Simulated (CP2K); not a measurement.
The C K edge of methoxyoxirane was computed by TDDFT (CP2K XAS_TDP, aug-cc-pVDZ, TDA) at these levels: PBEh(45%), PBEh(45%) + GW2X and PBEh(60%). The first three lines of C1 (bonded to O and 3 H) with a strength over 0.0015, energy in eV and strength:

| run | first | second | third |
| --- | --- | --- | --- |
| 1 | 289.11 (0.056) | 290.05 (0.003) | 290.39 (0.037) |
| 2 | 284.94 (0.034) | 285.37 (0.006) | 285.82 (0.023) |
| 3 | 291.60 (0.033) | 292.02 (0.006) | 292.47 (0.022) |

Q: Which run is which?

Run 1: PBEh(60%) (60 % exact exchange). Run 2: PBEh(45%) (45 % exact exchange). Run 3: PBEh(45%) + GW2X (45 % exact exchange). Self-interaction lifts the core level, so the uncorrected lines rise with the share of exact exchange. The GW2X run keeps the spacings of its parent: 0.42 eV between the first two lines in run 3, 0.43 eV in run 2. Its shift is +6.66 eV, since the Kohn–Sham level at this share of exchange lies that far above the quasiparticle level.

[Hosts, paths, dates, database ids (printed as entryN), source tags and the programs' standing remarks are cut or masked in the printed files.]
